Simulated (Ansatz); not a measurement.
# Y on Hf(0001): change of the work function, part 2 of 3

How does Y on the hcp site change the work function of Hf(0001) as the layer fills?

Ansatz 0.2.0; plane-wave DFT, PBE, Ansatz PAW (the session's first sound run).

So far, work function, upper face (eV): step 2 (the clean slab) 4.33; step 3 (37 atoms, coverage 0.111 ML, cell 3x3) 3.20.

### 4. The covered slab, k-mesh 6×6×1, coverage 0.25 ML

System of this step: Y/Hf(0001). The cell holds 17 atoms: 16 Hf and 1 Y. Its edges and angles: a = 6.400 Å, b = 6.400 Å, c = 28.910 Å, α = 90.0°, β = 90.0°, γ = 60.0°. Vacuum lies along c.

Another coverage, to see how the dipoles act on each other as their distance changes.

Contents of input.yaml:

```yaml
crystal:
  lattice:
    - [6.4, 0.0, 0.0]
    - [3.2, 5.5425625842, 0.0]
    - [0.0, 0.0, 28.9097493242]
  atoms:
    - { symbol: Hf, position: [0.3333333333, 0.3333333333, 0.3113136644] }
    - { symbol: Hf, position: [0.0, 0.0, 0.398868903] }
    - { symbol: Hf, position: [0.3333333333, 0.3333333333, 0.4902898858] }
    - { symbol: Hf, position: [0.0, 0.0, 0.5725391708] }
    - { symbol: Hf, position: [0.3333333333, 0.8333333333, 0.3113136644] }
    - { symbol: Hf, position: [0.0, 0.5, 0.398868903] }
    - { symbol: Hf, position: [0.3333333333, 0.8333333333, 0.4902898858] }
    - { symbol: Hf, position: [0.0, 0.5, 0.5725391708] }
    - { symbol: Hf, position: [0.8333333333, 0.3333333333, 0.3113136644] }
    - { symbol: Hf, position: [0.5, 0.0, 0.398868903] }
    - { symbol: Hf, position: [0.8333333333, 0.3333333333, 0.4902898858] }
    - { symbol: Hf, position: [0.5, 0.0, 0.5725391708] }
    - { symbol: Hf, position: [0.8333333333, 0.8333333333, 0.3113136644] }
    - { symbol: Hf, position: [0.5, 0.5, 0.398868903] }
    - { symbol: Hf, position: [0.8333333333, 0.8333333333, 0.4902898858] }
    - { symbol: Hf, position: [0.5, 0.5, 0.5725391708] }
    - { symbol: "Y", position: [0.3333333333, 0.3333333333, 0.6886863356] }
kpoints:
  mp_grid: { grid: [6, 6, 1] }
hamiltonian:
  xc: pbe
scf:
  occupations: { method: fermi_dirac, width: 0.1 }
  convergence: { dr2_threshold: 1.0e-08 }
efield:
  axis: 3
  dipole_correction: true
  ramp_position: 0.97
  ramp_width: 0.06
relax:
  f_tol: 0.02
  max_steps: 60
  constraints: [{ sites: [0, 1, 4, 5, 8, 9, 12, 13] }]
output:
  bader: true
  dos: { projected: true, e_range: [-8, 4] }
  write_potential: true
  write_density: true
  volumetric_format: npy
  elf: true
```

Run with:

```
$ ansatz run input.yaml --threads 4 --pin off --max-ram 12288MiB --backend cpu --events-out ev --progress --plain --runs-dir out
```

Elapsed: 12 min, on 4 threads of Arm Neoverse V1, shared host; peak memory 5.8 GiB.

Relaxation path:

```
step  energy less that of the first step (eV)  largest force component (eV/Å)
   1                                   0.0000                          2.0874
   2                                  -0.5561                          2.1226
   3                                  -0.9979                          1.7243
   4                                  -1.2953                          0.8916
   5                                  -1.4161                          0.3843
   6                                  -1.4249                          0.2475
   7                                  -1.4299                          0.0358
   8                                  -1.4302                          0.0081
```

Forces are held to the 6 operations that the run works with; a distortion that breaks them can't arise in this run.

The atoms that moved most (Å):

```
atom      dx      dy      dz  length
 Y17   0.000   0.000  -0.834   0.834
 Hf4   0.000   0.000   0.232   0.232
 Hf3   0.000   0.000  -0.117   0.117
Hf12   0.000   0.060  -0.023   0.064
Hf16  -0.052  -0.030  -0.023   0.064
 Hf8   0.052  -0.030  -0.023   0.064
 Hf7  -0.027   0.015   0.018   0.036
Hf15   0.027   0.015   0.018   0.036
```

The relaxed structure:

```cif
data_structure
_symmetry_space_group_name_H-M 'P 1'
_symmetry_Int_Tables_number 1
_cell_length_a 6.4000
_cell_length_b 6.4000
_cell_length_c 28.9097
_cell_angle_alpha 90.000
_cell_angle_beta 90.000
_cell_angle_gamma 60.000
_cell_volume 1025.50
loop_
_atom_site_label
_atom_site_type_symbol
_atom_site_fract_x
_atom_site_fract_y
_atom_site_fract_z
_atom_site_occupancy
Hf1 Hf 0.33333 0.33333 0.31131 1
Hf2 Hf 0.00000 0.00000 0.39887 1
Hf3 Hf 0.33333 0.33333 0.48623 1
Hf4 Hf 0.00000 0.00000 0.58056 1
Hf5 Hf 0.33333 0.83333 0.31131 1
Hf6 Hf 0.00000 0.50000 0.39887 1
Hf7 Hf 0.32777 0.83612 0.49093 1
Hf8 Hf 0.01082 0.49459 0.57173 1
Hf9 Hf 0.83333 0.33333 0.31131 1
Hf10 Hf 0.50000 0.00000 0.39887 1
Hf11 Hf 0.83612 0.32777 0.49093 1
Hf12 Hf 0.49459 0.01082 0.57173 1
Hf13 Hf 0.83333 0.83333 0.31131 1
Hf14 Hf 0.50000 0.50000 0.39887 1
Hf15 Hf 0.83612 0.83612 0.49093 1
Hf16 Hf 0.49459 0.49459 0.57173 1
Y17 Y 0.33333 0.33333 0.65985 1
```

Numbers from this step:

```yaml
energy_at_zero_smearing: -255382.5484 eV
work_function_upper_face: 2.508 eV
work_function_lower_face: 4.371 eV
dipole_along_the_normal: 0.3654 e·Å
step_between_the_vacuum_levels: -1.864 eV
```

Running mean over 2.5312 Å of the planar mean; the ramp of the sawtooth is left out. The electron's electrostatic potential energy less the Fermi level by z:

z (Å), electron's electrostatic potential energy less the Fermi level (eV) and a bar from the least value:
```
        4       4.37 ##############################
        5       4.34 ##############################
        6       4.12 #############################
        7       2.30 #########################
        8      -4.05 #########
        9      -7.41 #
       10      -7.29 #
       11      -7.25 #
       12      -7.10 ##
       13      -6.75 ###
       14      -7.25 #
       15      -7.82 
       16      -7.65 
       17      -6.79 ###
       18      -3.15 ############
       19      -0.42 ##################
       20       0.28 ####################
       21       1.90 ########################
       22       2.41 #########################
       23       2.49 #########################
       24       2.51 #########################
       25       2.51 #########################
```

The density of states has structure finer than the step of the table below, so its rows give means over 0.25 eV, whole bins alone (the curve runs from -8 to 1.98 eV). Peaks (eV: height): -1.290: 47.0, -0.900: 57.2, 0.180: 50.2, 0.990: 48.9, 1.470: 92.9, 1.560: 45.7, 1.740: 45.9.

Table of density of states by energy, zero at the Fermi level; means over each step:

energy (eV), density of states (states/eV a cell) and a bar:
```
    -7.00        0.0 
    -6.75        0.8 #
    -6.50        1.0 #
    -6.25        1.1 #
    -6.00        1.1 #
    -5.75        2.2 ##
    -5.50        2.9 ###
    -5.25        2.2 ##
    -5.00        2.2 ##
    -4.75        3.8 ###
    -4.50        4.1 ####
    -4.25        3.4 ###
    -4.00        3.6 ###
    -3.75        9.9 #########
    -3.50        4.1 ####
    -3.25       13.8 ############
    -3.00        9.7 #########
    -2.75       10.9 ##########
    -2.50       15.7 ##############
    -2.25       13.9 ############
    -2.00       11.8 ##########
    -1.75        8.6 ########
    -1.50       18.0 ################
    -1.25       25.5 #######################
    -1.00       32.6 #############################
    -0.75       15.2 #############
    -0.50       20.1 ##################
    -0.25       24.7 ######################
     0.00       19.0 #################
     0.25       26.1 #######################
     0.50       26.2 #######################
     0.75       29.2 ##########################
     1.00       33.8 ##############################
     1.25       25.4 #######################
     1.50       29.4 ##########################
     1.75       24.9 ######################
```

Projected DOS per atom over height of the atomic layer and energy from the Fermi level. Layers: Hf4 Hf4 Hf4 Hf4 Y from below.

Values in states/eV, 22 rows by 5 columns, each cell a mean:
```
0.98 1.19 1.29 1.27 2.68
1.05 1.26 1.59 1.61 3.69
1.82 1.51 1.36 1.47 3.94
1.83 1.15 1.04 1.30 2.62
1.90 0.94 0.92 1.04 1.40
1.28 0.80 0.80 1.21 1.56
1.53 1.67 1.45 1.49 1.03
0.97 0.95 1.11 1.49 1.56
0.53 0.64 0.67 0.61 0.24
0.74 0.93 0.93 0.72 0.18
0.67 0.73 0.75 0.68 0.20
0.53 0.77 0.80 0.54 0.17
0.39 0.55 0.58 0.40 0.12
0.22 0.16 0.15 0.20 0.07
0.24 0.26 0.26 0.23 0.06
0.14 0.13 0.13 0.13 0.03
0.14 0.18 0.18 0.14 0.02
0.06 0.11 0.11 0.07 0.01
0.03 0.09 0.10 0.04 0.00
0.01 0.04 0.04 0.01 0.00
0.00 0.00 0.00 0.00 0.00
0.00 0.00 0.00 0.00 0.00
```
Columns: height of the atomic layer (Å) from 9 to 19.1; rows upwards: energy from the Fermi level (eV) from -7.96 to 1.95.

ELF in the ca plane at fractional y = 0.328, with atoms of Hf and Y within 0.2 Å of it. It is the smooth field of the valence electrons, not physical close to the nuclei.

Values, 9 rows by 16 columns, each cell a mean:
```
0.31 0.42 0.37 0.30 0.66 0.30 0.41 0.34 0.45 0.31 0.12 0.03 0.01 0.00 0.00 0.00
0.38 0.69 0.57 0.41 0.82 0.42 0.68 0.54 0.42 0.26 0.09 0.02 0.00 0.00 0.00 0.00
0.28 0.27 0.27 0.26 0.45 0.24 0.26 0.25 0.48 0.33 0.13 0.05 0.01 0.00 0.00 0.00
0.34 0.23 0.21 0.38 0.25 0.33 0.25 0.25 0.43 0.15 0.11 0.17 0.10 0.02 0.00 0.00
0.28 0.23 0.25 0.25 0.34 0.27 0.23 0.30 0.32 0.50 0.18 0.37 0.32 0.07 0.00 0.00
0.36 0.62 0.55 0.46 0.80 0.38 0.58 0.54 0.57 0.74 0.44 0.48 0.49 0.14 0.01 0.00
0.33 0.49 0.46 0.39 0.72 0.33 0.44 0.46 0.51 0.78 0.37 0.46 0.45 0.13 0.01 0.00
0.31 0.20 0.21 0.28 0.23 0.30 0.22 0.26 0.30 0.27 0.12 0.31 0.23 0.05 0.00 0.00
0.32 0.22 0.20 0.34 0.23 0.29 0.23 0.23 0.48 0.23 0.12 0.12 0.06 0.01 0.00 0.00
```
Columns run along c (16.0 Å, from fractional 0.34 to 0.90 of the cell), rows up along a (6.4 Å). Atoms in or near the plane, at fractional coordinates: Hf at (0.49, 0.33), Hf at (0.49, 0.84), Y at (0.66, 0.33).

Valence density in the ca plane at fractional y = 0.328, with atoms of Hf and Y within 0.2 Å of it. It is the smooth field of the valence electrons, not physical close to the nuclei.

Values in e/Å³, 9 rows by 16 columns, each cell a mean:
```
 0  0  0  1  7  1  0  0  0  0  0  0  0  0  0  0
 1  0  0  2 20  2  0  0  0  0  0  0  0  0  0  0
 0  0  0  0  3  0  0  0  0  0  0  0  0  0  0  0
 0  1  0  0  0  0  1  0  0  0  0  0  0  0  0  0
 0  0  0  0  1  0  0  0  0  1  0  0  0  0  0  0
 1  0  0  3 17  1  0  0  1  3  0  0  0  0  0  0
 0  0  0  2 10  1  0  0  1  2  0  0  0  0  0  0
 0  0  0  0  0  0  1  0  0  0  0  0  0  0  0  0
 0  1  0  0  0  0  1  0  0  0  0  0  0  0  0  0
```
Columns run along c (16.0 Å, from fractional 0.34 to 0.90 of the cell), rows up along a (6.4 Å). Atoms in or near the plane, at fractional coordinates: Hf at (0.49, 0.33), Hf at (0.49, 0.84), Y at (0.66, 0.33).

Electrostatic potential energy in the ca plane at fractional y = 0.328, with atoms of Hf and Y within 0.2 Å of it. With pseudopotentials it is smooth inside the atoms' cores, unlike the true potential.

Ten even steps from '0' (-35 eV) to '9' (9 eV), each cell a mean:
```
78988889985323688888899999999999999999999999
48999999862000479999999999999999999999999999
37999999861010279999999999999999999999999999
48999999862000479999999999999999999999999999
78988889985223688888899999999999999999999999
89876678998767888767899999999999999999999999
99875568999889998655789999999999999999999999
99875578998888998655789988888999999999999999
88887788886556888767888754568899999999999999
68998899862002689888998400037899999999999999
37999999840000589999997200015899999999999999
37999999840000589999997200015899999999999999
58998899862002689888998400037899999999999999
88887788886446888777898753468899999999999999
99876578998888998656789887888999999999999999
99875568999889987645789999999999999999999999
89876678998777888766899999999999999999999999
```
Columns run along c (16.0 Å, from fractional 0.34 to 0.90 of the cell; values clipped at the 3rd and 97th percentile), rows up along a (6.4 Å). Atoms in or near the plane, at fractional coordinates: Hf at (0.49, 0.33), Hf at (0.49, 0.84), Y at (0.66, 0.33).

The relaxation took 8 steps and lowered the energy by 1.4 eV; the largest force on the free atoms ends at 0.0081 eV/Å.

By hand: a sheet of dipoles makes a step −p/(ε₀A) in the electron's potential. With e/ε₀ = 180.95 V·Å, p = 0.3654 e·Å and A = 35.47 Å², that is −180.95 × (0.3654) / 35.47 = -1.864 eV, and the two vacuum levels of the run differ by -1.864 eV.

The covered face has 2.51 eV, -1.82 eV against the clean one; the bare back face has moved by -0.01 eV, a measure of how thin the slab is.

### 5. Work function against coverage

This step: plane-wave DFT, PBE, Ansatz PAW; work function against coverage (Ansatz 0.2.0).

The runs are now put side by side.

This step gave:

```
work function of the clean face     : 4.326 eV
largest change of the work function : -1.818 eV
```

The work function of the covered face by coverage:

```
coverage (adsorbates/nm²)  work function of the covered face (eV)
                     0.00                                    4.33
                     1.25                                    3.20
                     2.82                                    2.51
```

The dipole per adsorbate comes from the change of the cell's dipole. Coverage, by row:

```
coverage (1/nm²)  coverage (ML)  work function (eV)  change (eV)  dipole per adsorbate, positive end outwards (debye)  mean height of the added atoms over the highest substrate atom (Å)
           1.253         0.1111               3.203       -1.123                                                2.365                                                               2.375
           2.819           0.25               2.508       -1.818                                                1.705                                                               2.292
```

### 6. The slab at 0.25 ML, atoms frozen

This step: plane-wave DFT, PBE, Ansatz PAW (Ansatz 0.2.0).

To see where the charge goes, the covered slab, the bare substrate and the adsorbate layer are each run at the same frozen positions and on the same grid.

Contents of input.yaml:

```yaml
crystal:
  lattice:
    - [6.4, 0.0, 0.0]
    - [3.2, 5.5425625842, 0.0]
    - [0.0, 0.0, 28.9097493242]
  atoms:
    - { symbol: Hf, position: [0.3333333333, 0.3333333333, 0.3113136644] }
    - { symbol: Hf, position: [0.0, 0.0, 0.398868903] }
    - { symbol: Hf, position: [0.3333333333, 0.3333333333, 0.4862340718] }
    - { symbol: Hf, position: [0.0, 0.0, 0.5805648175] }
    - { symbol: Hf, position: [0.3333333333, 0.8333333333, 0.3113136644] }
    - { symbol: Hf, position: [0.0, 0.5, 0.398868903] }
    - { symbol: Hf, position: [0.3277665519, 0.836116724, 0.4909278063] }
    - { symbol: Hf, position: [0.0108225689, 0.4945887155, 0.5717279042] }
    - { symbol: Hf, position: [0.8333333333, 0.3333333333, 0.3113136644] }
    - { symbol: Hf, position: [0.5, 0.0, 0.398868903] }
    - { symbol: Hf, position: [0.836116724, 0.3277665519, 0.4909278063] }
    - { symbol: Hf, position: [0.4945887155, 0.0108225689, 0.5717279042] }
    - { symbol: Hf, position: [0.8333333333, 0.8333333333, 0.3113136644] }
    - { symbol: Hf, position: [0.5, 0.5, 0.398868903] }
    - { symbol: Hf, position: [0.836116724, 0.836116724, 0.4909278063] }
    - { symbol: Hf, position: [0.4945887155, 0.4945887155, 0.5717279042] }
    - { symbol: "Y", position: [0.3333333333, 0.3333333333, 0.6598473542] }
kpoints:
  mp_grid: { grid: [6, 6, 1] }
hamiltonian:
  xc: pbe
scf:
  occupations: { method: fermi_dirac, width: 0.1 }
  convergence: { dr2_threshold: 1.0e-08 }
efield:
  axis: 3
  dipole_correction: true
  ramp_position: 0.97
  ramp_width: 0.06
output:
  write_potential: true
  write_density: true
  volumetric_format: npy
```

Elapsed: 1.8 min, on 4 threads; peak memory 5.4 GiB; 7.1 min of CPU time.

Numbers from this step:

- energy at zero smearing: -255382.5485 eV
- work function, upper face: 2.509 eV
- dipole along the normal: 0.3650 e·Å
- step between the vacuum levels: -1.862 eV

The work function of the upper face is 2.51 eV.

### 7. The substrate of the 0.25 ML cell alone

System of this step: Y/Hf(0001), substrate alone, atoms held. The cell holds 16 atoms: 16 Hf. Cell: a = 6.400 Å, b = 6.400 Å, c = 28.910 Å, α = 90.0°, β = 90.0°, γ = 60.0°. Vacuum lies along c.

The second part, atoms unmoved.

input.yaml: that of step 6 with these lines changed.

```diff
@@ -22,3 +22,2 @@
     - { symbol: Hf, position: [0.4945887155, 0.4945887155, 0.5717279042] }
-    - { symbol: "Y", position: [0.3333333333, 0.3333333333, 0.6598473542] }
 kpoints:
```

Elapsed: 95 s, on 4 threads; peak memory 5.1 GiB; 6.3 min of CPU time.

This step gave:

- energy at zero smearing: -251533.7498 eV
- work function, upper face: 4.290 eV
- work function, lower face: 4.378 eV
- dipole along the normal: 0.01721 e·Å
- step between the vacuum levels: -0.08778 eV

The work function of the upper face is 4.29 eV.

### 8. The adsorbate layer of the 0.25 ML cell alone

System of this step: Y/Hf(0001), adsorbate layer alone, atoms held. The cell holds 1 atom: 1 Y. Cell: a = 6.400 Å, b = 6.400 Å, c = 28.910 Å, α = 90.0°, β = 90.0°, γ = 60.0°. Vacuum lies along c.

The third part; a free layer of atoms may carry a moment, so spin is on.

input.yaml, the sections that differ from step 7:

```yaml
crystal:
  lattice:
    - [6.4, 0.0, 0.0]
    - [3.2, 5.5425625842, 0.0]
    - [0.0, 0.0, 28.9097493242]
  atoms:
    - { symbol: "Y", position: [0.3333333333, 0.3333333333, 0.6598473542], spin: 1.0 }
magnetization:
  spin_polarized: true
# kpoints, hamiltonian, scf, efield, output: as in step 7
```

Elapsed: 11 s, on 4 threads; peak memory 1.2 GiB; 41 s of CPU time.

This step gave:

```yaml
energy_at_zero_smearing: -3844.5325 eV
total_moment: 0.9765 μB
site_moments: 0.9395 μB
dipole_along_the_normal: -1.17e-7 e·Å
```

Site moment by atom:

```
atom  site moment (μB)
  Y1             0.940
```

The free layer carries a moment of 1.0 μB a cell.

### 9. Density difference at 0.25 ML

This step: plane-wave DFT, PBE, Ansatz PAW; density difference on adsorption (Ansatz 0.2.0).

The densities of the parts are taken from that of the whole and averaged over planes; the first moment of what is left gives the step in the potential.

This step gave:

```
largest charge moved                 : 0.008684 e/Å²
potential step from the moved charge : -1.774 eV
```

Planar mean, whole system less its parts. Electron density difference against z:

```
z (Å)  electron density difference (e/Å³)
    5                              2.5e-7
    6                              2.7e-6
    7                             -4.1e-7
    8                             -9.2e-5
    9                              1.4e-4
   10                              1.8e-4
   11                              5.1e-5
   12                             -3.9e-4
   13                              5.8e-4
   14                              2.6e-4
   15                            -0.00113
   16                            -0.00211
   17                            -0.00522
   18                              0.0147
   19                            -0.00595
   20                            -0.00272
   21                            -0.00271
   22                             -4.2e-4
   23                             -3.6e-5
   24                             -3.6e-7
```

Planar mean, whole system less its parts. Electrons moved below z against z:

z (Å), electrons moved below z (e/Å²) and a bar from the least value:
```
        5    0.00000 #############
        6    0.00000 #############
        7    0.00000 #############
        8   -0.00005 #############
        9   -0.00001 #############
       10   -0.00006 #############
       11    0.00016 #############
       12   -0.00009 #############
       13   -0.00003 #############
       14    0.00030 ##############
       15    0.00012 #############
       16   -0.00210 ########
       17   -0.00557 
       18    0.00304 ####################
       19    0.00743 ##############################
       20    0.00516 #########################
       21    0.00129 ################
       22    0.00014 #############
       23    0.00001 #############
       24    0.00000 #############
       25    0.00000 #############
```

(Part 2 of 3 ends here.)

[Logs are printed without paths, hosts, clocks, repeated set-up lines and the standing remarks that a program may print on its own settings, such as how far it seeks lower states.]

[Hosts, paths, dates, database ids (printed as entryN), source tags and the programs' standing remarks are cut or masked in the printed files.]

[Maps of the electrostatic potential energy from Ansatz leave out the sawtooth potential of an applied field or a dipole correction, so their vacuum need not be flat; planar profiles and work functions include it.]

[The density of states shown here was stored with 400 of the rows of the run's finer table, so its peaks can read low, often by over a quarter, or be missed, and its means over a window can be off by a tenth or more.]
